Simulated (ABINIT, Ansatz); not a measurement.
Computed results, one entry a study.

```json
{"subject": "KRb2GaF6 (Fm-3m): one start, several treatments of the self-energy", "lattice_ang": [[-0.0, 4.3785, 4.3785], [4.3785, -0.0, 4.3785], [4.3785, 4.3785, -0.0]], "atoms": [["K", 0.5, 0.5, 0.5], ["Rb", 0.75, 0.75, 0.75], ["Rb", 0.25, 0.25, 0.25], ["Ga", 0.0, 0.0, 0.0], ["F", 0.7834, 0.2166, 0.7834], ["F", 0.2166, 0.2166, 0.7834], ["F", 0.7834, 0.7834, 0.2166], ["F", 0.7834, 0.2166, 0.2166], ["F", 0.2166, 0.7834, 0.2166], ["F", 0.2166, 0.7834, 0.7834]], "method": "RPA screening on PBEsol, plane waves, norm-conserving pseudopotentials (and 3 further levels or steps)", "program": "ABINIT 10.8.3", "settings": "cutoff 45 Ha, PseudoDojo scalar-relativistic 0.4 stringent, norm-conserving, ngkpt (2, 2, 2), nband 249, ecuteps 5.2 Ha, gwcalctyp 2, nfreqre 16, nfreqim 8, inclvkb 2, freqremax 40 eV, spmeth 1, nomegasf 120, shiftk (0, 0, 0), symchi 1, awtr 1, frequency cd, 2×2×2 k-mesh", "cost": "8 runs, 51 min in all on 8 MPI ranks of Arm Neoverse N1, shared host", "notes": "The program’s warnings: Min real frequency set to default [Ha] = and nproc spkpt=  >= nkpt= * nsppol=. The cell and positions are those that the Materials Project relaxed with its own functionals (PBE, PBE+U or r2SCAN), kept fixed. Limits: no spin-orbit coupling. The 2×2×2 mesh is coarse for this cell, which bears on the long-range parts of exchange and screening.", "results": {"g0w0_godby_needs_plasmon_pole": "9.751 eV", "g0w0_von_der_linden_horsch_plasmon_pole": "9.945 eV", "g0w0_engel_farid_plasmon_pole": "9.762 eV", "one_shot_hartree_fock": "18.215 eV", "g0w0_contour_deformation": "9.705 eV", "known_limits": "short of the basis limit; no spin-orbit coupling; coarse k mesh"}}
```

[Long decimals in the printed logs are rounded to 6 places.]

[Logs are printed without paths, hosts, clocks, repeated set-up lines and the standing remarks that a program may print on its own settings, such as how far it seeks lower states.]

[Paths, hosts, dates, memory and timing lines, banners, echoed tables and standing remarks are left out of the program output; an Ansatz launch command may be rebuilt from the run's recorded settings. Measured values are a selection of at most five: reports struck by readers or far from the other reports are left out. None is set beside runs whose start may be inverted or whose files or cutoffs have a known fault.]

[Runs of the session that timed out or met a known fault of the program may be left out.]

[Hosts, paths, dates, database ids (printed as entryN), source tags and the programs' standing remarks are cut or masked in the printed files.]

[G0W0 gaps are taken among the corrected bands and points alone; a level outside them can change the order at an edge.]

[Where Ansatz stands beside ABINIT at settings called matched, ABINIT's density can come from a denser mesh and the files from another edition; pairs whose starting gaps differed by over 0.03 eV were left out, so agreement reads better than it is.]
